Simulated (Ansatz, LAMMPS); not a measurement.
# Forces and charges in amorphous polythiophene with methane (capped chains of 7 units) at 260 K (258 atoms), part 2 of 2

Wanted: forces, charges and levels of amorphous polythiophene with methane (capped chains of 7 units) at 260 K (258 atoms).

Ansatz 0.2.0; Kohn-Sham DFT, r2SCAN+D4, PAW (set soft_2), plane waves.

The cell: 126 C, 28 S and 104 H. The network of contacts between molecules at the start is that of the classical potential that made the cell. The density was typed from a rule of thumb and may lie off the real one at this temperature. Only the Γ point is sampled, in a cell whose shortest periodic width is 15 Å.

So far. Step 3 (Plane-wave single point): Valence density in the bc plane at fractional x = 0.099, with atoms of C and S and H within 0.2 Å of it. It is the smooth field of the valence electrons, not physical close to the nuclei.

### Step 3. Plane-wave single point (continued)

Electrostatic potential energy in the bc plane at fractional x = 0.099, with atoms of C and S and H within 0.2 Å of it. With pseudopotentials it is smooth inside the atoms' cores, unlike the true potential.

Ten even steps from '0' (-36 eV) to '9' (6 eV), each cell a mean:
```
9999999874004889887899999997215899999999999
9999999988778999999999999986337999999999999
9999999999999999999999999950018999999999999
9999999999999999999999999961148999998788899
9999999999999999999999999987899999971015689
9999997889999999999999999888999999983127999
9999986224777899999999998667789999996159999
9999985000655799999999999861126799998789999
9998852137888899999999999861027899999999999
8865610038899999999999998521489999999999999
0266775566789999999999988400389999999999972
1279999865689999999999999875279999999999871
7899999988899999999999999999899999999999998
9999999999999999999999999999999999999999999
9999999999999997899999999999999999999999999
9999999999999983599999999999999999999999999
9999999999999997578899999999999999999999999
9863358999999988772499999999999999997589999
9600106999999999998899999999999999998789999
8631138999999999999999999999999999999999999
0027899999999999999999999999999999999999995
1138999999999999877899999999999999999999985
7789999999888987411379999999966999999999998
9999999996225887411379999998822899999999999
```
Columns run along b (14.8 Å; values clipped at the 3rd and 97th percentile), rows up along c (14.8 Å). Atoms in or near the plane, at fractional coordinates: C at (0.02, 0.11), S at (0.08, 0.21), C at (0.64, 0.87), C at (0.65, 0.66), C at (0.62, 0.57), H at (0.69, 0.02), C at (0.18, 0.69), C at (0.15, 0.60), C at (0.00, 0.53), C at (0.86, 0.79), H at (0.86, 0.71), H at (0.43, 0.26), H at (0.36, 0.35).

Mean intrinsic-atomic-orbital charges: C -0.23, H +0.18, S +0.36 e. The largest share in the top eV of filled states is C p (94 % of the projected weight), and in the lowest eV of empty states C p (76 % of the projected weight).

### Step 4. Distances and neighbours

Bonds and neighbours are counted at the geometry of the runs.

Density 1.28 g/cm³, 12.67 Å³ an atom.

g(r), total and by pair (bins of 0.2 Å):

| r (Å) | total | C-C | C-H | C-S | H-H | H-S | S-S |
| --- | --- | --- | --- | --- | --- | --- | --- |
| 1.00 | 2.70 | 0.00 | 6.85 | 0.00 | 0.00 | 0.00 | 0.00 |
| 1.20 | 0.77 | 0.00 | 1.96 | 0.00 | 0.00 | 0.00 | 0.00 |
| 1.40 | 2.29 | 9.62 | 0.00 | 0.00 | 0.00 | 0.00 | 0.00 |
| 1.60 | 0.30 | 0.07 | 0.00 | 1.97 | 0.43 | 0.00 | 0.00 |
| 1.80 | 1.21 | 0.00 | 0.00 | 5.01 | 4.17 | 0.00 | 0.00 |
| 2.00 | 0.12 | 0.00 | 0.28 | 0.00 | 0.06 | 0.00 | 0.00 |
| 2.20 | 1.24 | 0.60 | 2.55 | 0.00 | 0.58 | 0.00 | 0.00 |
| 2.40 | 0.74 | 2.17 | 0.04 | 0.24 | 1.13 | 0.00 | 0.00 |
| 2.60 | 0.97 | 1.14 | 0.15 | 3.17 | 1.83 | 0.00 | 0.00 |
| 2.80 | 0.98 | 0.00 | 1.14 | 2.44 | 1.05 | 1.19 | 0.00 |
| 3.00 | 0.59 | 0.16 | 0.78 | 0.04 | 0.83 | 1.15 | 0.00 |
| 3.20 | 0.76 | 0.10 | 1.01 | 0.53 | 0.95 | 1.18 | 1.88 |
| 3.40 | 0.86 | 0.21 | 1.17 | 0.41 | 1.02 | 1.31 | 2.35 |
| 3.60 | 0.95 | 0.73 | 0.78 | 0.57 | 0.93 | 2.96 | 0.00 |
| 3.80 | 1.08 | 1.61 | 0.83 | 0.77 | 1.22 | 0.91 | 0.47 |
| 4.00 | 1.12 | 1.07 | 0.98 | 1.77 | 1.17 | 1.03 | 0.84 |
| 4.20 | 0.95 | 0.80 | 1.02 | 1.19 | 0.94 | 0.73 | 1.30 |
| 4.40 | 1.04 | 1.03 | 1.15 | 0.66 | 0.81 | 1.20 | 2.40 |
| 4.60 | 1.08 | 0.93 | 1.29 | 0.92 | 1.00 | 1.06 | 0.46 |
| 4.80 | 1.10 | 1.18 | 1.12 | 1.46 | 0.99 | 0.61 | 0.58 |
| 5.00 | 1.11 | 1.13 | 1.11 | 1.15 | 1.17 | 0.82 | 1.73 |
| 5.20 | 1.04 | 1.23 | 0.98 | 1.15 | 1.01 | 0.88 | 0.61 |
| 5.40 | 1.00 | 0.93 | 1.00 | 0.87 | 1.12 | 1.08 | 0.69 |
| 5.60 | 0.95 | 0.96 | 0.95 | 1.07 | 0.90 | 0.92 | 0.63 |
| 5.80 | 0.95 | 1.11 | 0.97 | 0.68 | 0.92 | 0.73 | 1.67 |
| 6.00 | 1.02 | 1.28 | 0.92 | 0.85 | 0.92 | 1.16 | 1.01 |
| 6.20 | 1.02 | 1.10 | 0.99 | 0.93 | 1.00 | 1.03 | 1.31 |
| 6.40 | 0.96 | 1.06 | 0.88 | 1.12 | 0.95 | 0.84 | 1.14 |

Bonds by pair of elements; cutoffs follow the first minimum of g(r), held within bounds set by covalent radii, and pairs that aren't listed don't count as bonded:

| pair A-B | cutoff (Å) | bonds | mean length (Å) | spread (Å) | shortest (Å) | B about A | A about B |
| --- | --- | --- | --- | --- | --- | --- | --- |
| C-C | 1.85 | 116 | 1.40 | 0.036 | 1.32 | 1.84 | 1.84 |
| C-H | 1.34 | 104 | 1.09 | 0.026 | 1.02 | 0.825 | 1 |
| C-S | 2.17 | 56 | 1.72 | 0.033 | 1.66 | 0.444 | 2 |

How many atoms have how many bonded neighbours:

| element | mean | 1 | 2 | 3 | 4 |
| --- | --- | --- | --- | --- | --- |
| C | 3.11 | 0 | 0 | 112 | 14 |
| H | 1 | 104 | 0 | 0 | 0 |
| S | 2 | 0 | 28 | 0 | 0 |

Bond angles (no mean is given where the spread exceeds 20°):

| angle | count | mean (°) | spread (°) |
| --- | --- | --- | --- |
| C-C-H | 136 | 121 | 5.8 |
| C-C-C | 112 | 120 | 7.5 |
| C-C-S | 112 | 116 | 6 |
| H-C-H | 60 | 109 | 4.1 |
| C-S-C | 28 | 91.7 | 1.4 |

Bond length by coordination (bonds to H left out):

| element | coordination | atoms | mean bond length (Å) |
| --- | --- | --- | --- |
| C | 3 | 112 | 1.46 |
| C | 4 | 8 | 1.48 |

Rings of the network by King's shortest-path rule, up to 12 atoms, one path for each pair of neighbours; H, halogens, alkali and alkaline-earth atoms are left out, and the last column divides by all other atoms, bonded or not:

| ring size (atoms) | rings | per network atom |
| --- | --- | --- |
| 5 | 28 | 0.182 |

With the cutoffs above, 89 % of C atoms have 3, all H atoms have 1 and all S atoms have 2 bonded neighbours. The C-C-H angle averages 121° with a spread of 6°. All rings counted have 5 atoms.

Local excerpt of 13 atoms (numbers count through the whole input) about C4, which bears the longest force; x, y, z are measured from there.

| atom | x | y | z | distance (Å) | bonds | intrinsic-atomic-orbital charge (e) | Fx | Fy | Fz (eV/Å) |
| --- | --- | --- | --- | --- | --- | --- | --- | --- | --- |
| C4 | 0.00 | 0.00 | 0.00 | 0.00 | 3 | -0.22 | -2.55 | 2.58 | 2.11 |
| H42 | 0.62 | -0.73 | -0.34 | 1.02 | 1 | 0.20 | 1.54 | -1.94 | -0.55 |
| C5 | 0.41 | 1.07 | 0.80 | 1.40 | 3 | -0.15 | 1.05 | -0.06 | -0.83 |
| C3 | -1.41 | 0.03 | -0.22 | 1.43 | 3 | -0.23 | 0.87 | 2.43 | 0.44 |
| H41 | -1.96 | -0.78 | -0.62 | 2.20 | 1 | 0.20 | -0.64 | -0.69 | -0.78 |
| C2 | -1.98 | 1.26 | 0.12 | 2.35 | 3 | -0.13 | 0.25 | -0.96 | -0.15 |
| C7 | 1.79 | 1.30 | 1.24 | 2.53 | 3 | -0.12 | -1.04 | -0.50 | -0.40 |
| S6 | -0.86 | 2.29 | 0.97 | 2.63 | 2 | 0.32 | 0.64 | -1.31 | -0.35 |
| S11 | 3.11 | 0.35 | 0.49 | 3.17 | 2 | 0.31 | -0.70 | 0.90 | 0.97 |
| H223 | 0.49 | 3.25 | -1.76 | 3.73 | 1 | 0.22 | -2.78 | 0.09 | 0.23 |
| S145 | 1.57 | -2.72 | -2.09 | 3.78 | 2 | 0.37 | 1.31 | 1.44 | 0.22 |
| C1 | -3.33 | 1.79 | -0.17 | 3.78 | 4 | -0.53 | 0.17 | 0.75 | 0.63 |
| S83 | -1.18 | -3.34 | 1.35 | 3.79 | 2 | 0.39 | -0.13 | -0.41 | -0.65 |

The column of bonds counts only the pairs C-C within 1.85 Å, C-H within 1.34 Å, C-S within 2.17 Å; other neighbours, such as metal atoms beside each other in a compound, aren't counted, and periodic images can show an atom twice.

### Step 5. Outcome

```
free energy per atom                             : -227.6100 eV/atom
pressure                                         : 1.147 GPa
r.m.s. force component                           : 0.8486 eV/Å
gap (highest filled to lowest empty level) : 1.447 eV
wall time of the 1 DFT run                       : 2 min
```

What this shows: The highest filled and lowest empty levels differ by 1.45 eV (at Γ alone); a semilocal functional tends to put such gaps too low. It is the spacing of short capped chains, not of the long polymer. In a disordered cell it changes from sample to sample, and tail or defect levels can set it. With the cutoffs above, 89 % of C atoms have 3, all H atoms have 1 and all S atoms have 2 bonded neighbours.

What to keep in mind: The force components of 0.85 eV/Å r.m.s. come partly from thermal motion and partly from the difference between the classical potential and DFT, above all in bond lengths inside molecules. The pressure of a single frame lacks the kinetic term.

[Logs are printed without paths, hosts, clocks, repeated set-up lines and the standing remarks that a program may print on its own settings, such as how far it seeks lower states.]

[Hosts, paths, dates, database ids (printed as entryN), source tags and the programs' standing remarks are cut or masked in the printed files.]
